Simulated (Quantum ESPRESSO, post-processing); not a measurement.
# Zr2CO2 MXene, 1 layer: a series in the field along the normal, part 4 of 4

Aim: how the results for Zr2CO2 MXene, 1 layer change with the field along the normal.

Quantum ESPRESSO 7.5; plane-wave DFT, PBE, GBRV ultrasoft pseudopotentials.

So far. Step 2 (Variable-cell relaxation of the reference):  The last row is no step: it is a fresh SCF in the final cell with a new plane-wave basis, -0 meV from the row before. Step 5 (Bands along a path, 0 V/Å): Along this path the valence top lies at Γ and the conduction bottom at M.

### Step 7. SCF with pw.x, 0.4 V/Å

Input file m9.scf.in:

```
&control
  prefix = 'm9.scf'
  outdir = './out'
  pseudo_dir = './pseudo'
  calculation = 'scf'
  tprnfor = .true.
  tefield = .true.
  dipfield = .true.
/
&system
  ibrav = 0
  nat = 5
  ntyp = 3
  ecutwfc = 40
  ecutrho = 200
  occupations = 'smearing'
  smearing = 'fd'
  degauss = 0.002
  edir = 3
  emaxpos = 0.97
  eopreg = 0.04
  eamp = 0.00777876
  nbnd = 26
/
&electrons
  conv_thr = 1e-09
  mixing_beta = 0.4
  electron_maxstep = 120
  mixing_mode = 'plain'
  startingpot = 'file'
/
ATOMIC_SPECIES
  O   15.9990  o_pbe_v1.2.uspp.F.UPF
  Zr  91.2240  zr_pbe_v1.uspp.F.UPF
  C   12.0110  c_pbe_v1.2.uspp.F.UPF
CELL_PARAMETERS angstrom
  3.29100081600000 0.00000000000000 0.00000000000000
  -1.64550040800000 2.85009031100000 0.00000000000000
  0.00000000000000 0.00000000000000 21.95294679600000
ATOMIC_POSITIONS crystal
  O   0.333333333300 0.666666666700 0.394372620000
  Zr  0.666666666700 0.333333333300 0.436504397200
  C   0.000000000000 0.000000000000 0.500000000000
  Zr  0.333333333300 0.666666666700 0.563495602800
  O   0.666666666700 0.333333333300 0.605627380000
K_POINTS automatic
  12 12 1 0 0 0
```

Launch:

```
> cp -r out/m0.scf.save out/m9.scf.save
> OMP_NUM_THREADS=1 mpirun -n 4 pw.x -nk 4 -in m9.scf.in > m9.scf.out
```

Log:

```text
[banner, memory and clock lines left out]
Program PWSCF v.7.5 starts
[...]
number of electrons       =        40.00
     number of Kohn-Sham states=           26
     kinetic-energy cutoff     =      40.0000  Ry
     charge density cutoff     =     200.0000  Ry
[...]
number of k points=    74  Fermi-Dirac smearing, width (Ry)=  0.0020
[...]
Dense  grid:    66115 G-vectors     FFT dimensions: (  27,  27, 192)
[...]
The initial density is read from file :
[...]
negative rho (up, down):  1.291E-01 0.000E+00
[...]
Starting wfcs are   38 randomized atomic wfcs
[...]
negative rho (up, down):  1.291E-01 0.000E+00
[...]
estimated scf accuracy    <       0.13507695 Ry
[...]
negative rho (up, down):  1.290E-01 0.000E+00
[...]
estimated scf accuracy    <       1.78726353 Ry
[...]
negative rho (up, down):  1.290E-01 0.000E+00
[...]
estimated scf accuracy    <       0.00483301 Ry
[...]
negative rho (up, down):  1.291E-01 0.000E+00
[...]
estimated scf accuracy    <       0.00121707 Ry
[...]
negative rho (up, down):  1.291E-01 0.000E+00
[...]
estimated scf accuracy    <       0.00029229 Ry
[...]
negative rho (up, down):  1.291E-01 0.000E+00
[...]
estimated scf accuracy    <       0.00000650 Ry
[...]
negative rho (up, down):  1.291E-01 0.000E+00
[...]
estimated scf accuracy    <       0.00000199 Ry
[...]
negative rho (up, down):  1.291E-01 0.000E+00
[...]
estimated scf accuracy    <       0.00000113 Ry
[...]
negative rho (up, down):  1.291E-01 0.000E+00
[...]
estimated scf accuracy    <       0.00000034 Ry
[...]
negative rho (up, down):  1.291E-01 0.000E+00
[...]
estimated scf accuracy    <       0.00000003 Ry
[...]
negative rho (up, down):  1.291E-01 0.000E+00
[...]
estimated scf accuracy    <          1.4E-09 Ry
[...]
negative rho (up, down):  1.291E-01 0.000E+00
[...]
Computed dipole along edir(3) :
        Dipole                0.2185 Ry au,          0.5553 Debye
        Dipole field          0.0020 Ry au,
        E field amplitude [Ha a.u.]:  7.7788E-03
        Potential amp.        0.4622 Ry
        Total length         39.8257 bohr
[...]
the Fermi energy is     0.7497 ev
!    total energy              =    -274.92414615 Ry
     estimated scf accuracy    <          2.7E-10 Ry
     smearing contrib. (-TS)   =      -0.00000000 Ry
     internal energy E=F+TS    =    -274.92414615 Ry
[...]
one-electron contribution =   -2238.45447393 Ry
     hartree contribution      =    1122.84920040 Ry
     xc contribution           =     -53.92849066 Ry
     ewald contribution        =     894.61258510 Ry
     electric field correction =      -0.00296705 Ry
     convergence has been achieved in  12 iterations
     negative rho (up, down):  1.291E-01 0.000E+00
[...]
Total force =     0.017411     Total SCF correction =     0.000049
[...]
```

The job ended after 55 s (4 MPI ranks of Arm Neoverse V2, shared host; peak memory 0.7 GiB).

Read from the output:

| Item | Value |
| --- | --- |
| free energy | -3740.5336 eV |
| Fermi energy | 0.7497 eV |
| dipole along the normal | 0.1156 e·Å |
| valence top, on the run's zero | 0.2823 eV |
| conduction bottom, on the run's zero | 1.235 eV |
| gap by band count | 0.9524 eV |

### Step 8. Ground state, -0.4 V/Å

m10.scf.in is the input of step 7 with these lines changed:

```diff
@@ -1,3 +1,3 @@
 &control
-  prefix = 'm9.scf'
+  prefix = 'm10.scf'
   outdir = './out'
@@ -21,3 +21,3 @@
   eopreg = 0.04
-  eamp = 0.00777876
+  eamp = -0.00777876
   nbnd = 26
```

Launch:

```
> cp -r out/m0.scf.save out/m10.scf.save
> OMP_NUM_THREADS=1 mpirun -n 4 pw.x -nk 4 -in m10.scf.in > m10.scf.out
```

Log:

```text
[banner, memory and clock lines left out]
Program PWSCF v.7.5 starts
[...]
number of electrons       =        40.00
     number of Kohn-Sham states=           26
     kinetic-energy cutoff     =      40.0000  Ry
     charge density cutoff     =     200.0000  Ry
[...]
number of k points=    74  Fermi-Dirac smearing, width (Ry)=  0.0020
[...]
Dense  grid:    66115 G-vectors     FFT dimensions: (  27,  27, 192)
[...]
The initial density is read from file :
[...]
negative rho (up, down):  1.291E-01 0.000E+00
[...]
Starting wfcs are   38 randomized atomic wfcs
[...]
negative rho (up, down):  1.291E-01 0.000E+00
[...]
estimated scf accuracy    <       0.13512870 Ry
[...]
negative rho (up, down):  1.290E-01 0.000E+00
[...]
estimated scf accuracy    <       1.78667825 Ry
[...]
negative rho (up, down):  1.290E-01 0.000E+00
[...]
estimated scf accuracy    <       0.00482082 Ry
[...]
negative rho (up, down):  1.291E-01 0.000E+00
[...]
estimated scf accuracy    <       0.00121949 Ry
[...]
negative rho (up, down):  1.291E-01 0.000E+00
[...]
estimated scf accuracy    <       0.00028644 Ry
[...]
negative rho (up, down):  1.291E-01 0.000E+00
[...]
estimated scf accuracy    <       0.00000648 Ry
[...]
negative rho (up, down):  1.291E-01 0.000E+00
[...]
estimated scf accuracy    <       0.00000192 Ry
[...]
negative rho (up, down):  1.291E-01 0.000E+00
[...]
estimated scf accuracy    <       0.00000111 Ry
[...]
negative rho (up, down):  1.291E-01 0.000E+00
[...]
estimated scf accuracy    <       0.00000033 Ry
[...]
negative rho (up, down):  1.291E-01 0.000E+00
[...]
estimated scf accuracy    <       0.00000003 Ry
[...]
negative rho (up, down):  1.291E-01 0.000E+00
[...]
estimated scf accuracy    <          1.5E-09 Ry
[...]
negative rho (up, down):  1.291E-01 0.000E+00
[...]
Computed dipole along edir(3) :
        Dipole               -0.2185 Ry au,         -0.5553 Debye
        Dipole field         -0.0020 Ry au,
        E field amplitude [Ha a.u.]: -7.7788E-03
        Potential amp.       -0.4622 Ry
        Total length         39.8257 bohr
[...]
the Fermi energy is     0.6187 ev
!    total energy              =    -274.92414613 Ry
     estimated scf accuracy    <          2.5E-10 Ry
     smearing contrib. (-TS)   =      -0.00000000 Ry
     internal energy E=F+TS    =    -274.92414613 Ry
[...]
one-electron contribution =   -2238.45448331 Ry
     hartree contribution      =    1122.84920972 Ry
     xc contribution           =     -53.92849060 Ry
     ewald contribution        =     894.61258510 Ry
     electric field correction =      -0.00296703 Ry
     convergence has been achieved in  12 iterations
     negative rho (up, down):  1.291E-01 0.000E+00
[...]
Total force =     0.017411     Total SCF correction =     0.000048
[...]
```

Run time: 54 s. Hardware: 4 MPI ranks; peak memory 0.61 GiB; 3.6 min of CPU time.

Read from the output:

- Fermi energy: 0.6187 eV
- dipole along the normal: -0.1156 e·Å
- valence top, on the run's zero: 0.1513 eV
- conduction bottom, on the run's zero: 1.104 eV

### Step 9. The series side by side

The series in one table, energies over the lowest:

| the field along the normal | dipole (e Å) | gap along the path (eV) | upper vacuum line at the top atoms, over the zero (eV) | lower vacuum line at the bottom atoms, over the zero (eV) | energy (eV) |
| --- | --- | --- | --- | --- | --- |
| -0.4 V/Å | -0.1156 | 0.9524 | 5.583 | 5.208 | 0.0000 |
| -0.3 V/Å | -0.08669 | 0.9527 | 5.533 | 5.252 | 0.0101 |
| -0.2 V/Å | -0.05777 | 0.9529 | 5.483 | 5.297 | 0.0173 |
| -0.1 V/Å | -0.0289 | 0.9529 | 5.435 | 5.342 | 0.0217 |
| -0.05 V/Å | -0.01439 | 0.953 | 5.411 | 5.366 | 0.0228 |
| 0 V/Å | 0 | 0.9532 | 5.388 | 5.388 | 0.0231 |
| 0.05 V/Å | 0.01439 | 0.953 | 5.366 | 5.411 | 0.0228 |
| 0.1 V/Å | 0.0289 | 0.9529 | 5.342 | 5.435 | 0.0217 |
| 0.2 V/Å | 0.05777 | 0.9529 | 5.297 | 5.483 | 0.0173 |
| 0.3 V/Å | 0.08669 | 0.9527 | 5.252 | 5.533 | 0.0101 |
| 0.4 V/Å | 0.1156 | 0.9525 | 5.208 | 5.583 | 0.0000 |

### Step 10. By hand

4πα/A = 180.95 × 0.2887 e Å²/V / 9.380 Å² = 5.57 Å.

In linear response the energy changes by −(p₀ + p)E/2: at 0.2 V/Å, −(0.0000 + 0.0578) × 0.2/2 = -0.0058 eV; the runs give -0.0058 eV.

### Step 11. What came out

| Quantity | Value |
| --- | --- |
| 4πα/A from the weak fields | 5.57 Å |
| gap along the path, at -0.4 V/Å and at 0.4 V/Å | 0.95, 0.95 eV |
| upper vacuum line at the top atoms, over the zero, at -0.4 V/Å and at 0.4 V/Å | 5.58, 5.21 eV |
| lower vacuum line at the bottom atoms, over the zero, at -0.4 V/Å and at 0.4 V/Å | 5.21, 5.58 eV |

**Reading.** The series holds 11 members; 4πα/A from the weak fields: 5.57 Å (PBE, GBRV ultrasoft). The strongest fields leave the weak-field line by 0.1 % of the induced dipole. From -0.4 V/Å to 0.4 V/Å the gap along the path stays within 0.001 eV. From -0.4 V/Å to 0.4 V/Å the upper vacuum line at the top atoms, over the zero falls from 5.58 to 5.21 eV. From -0.4 V/Å to 0.4 V/Å the lower vacuum line at the bottom atoms, over the zero rises from 5.21 to 5.58 eV. Ions are held; semilocal gaps are too small; in strong fields empty levels can belong to the vacuum.

[Logs are printed without paths, hosts, clocks, repeated set-up lines and the standing remarks that a program may print on its own settings, such as how far it seeks lower states.]

[Hosts, paths, dates, database ids (printed as entryN), source tags and the programs' standing remarks are cut or masked in the printed files.]

[Maps of the electrostatic potential energy from Ansatz leave out the sawtooth potential of an applied field or a dipole correction, so their vacuum need not be flat; planar profiles and work functions include it.]
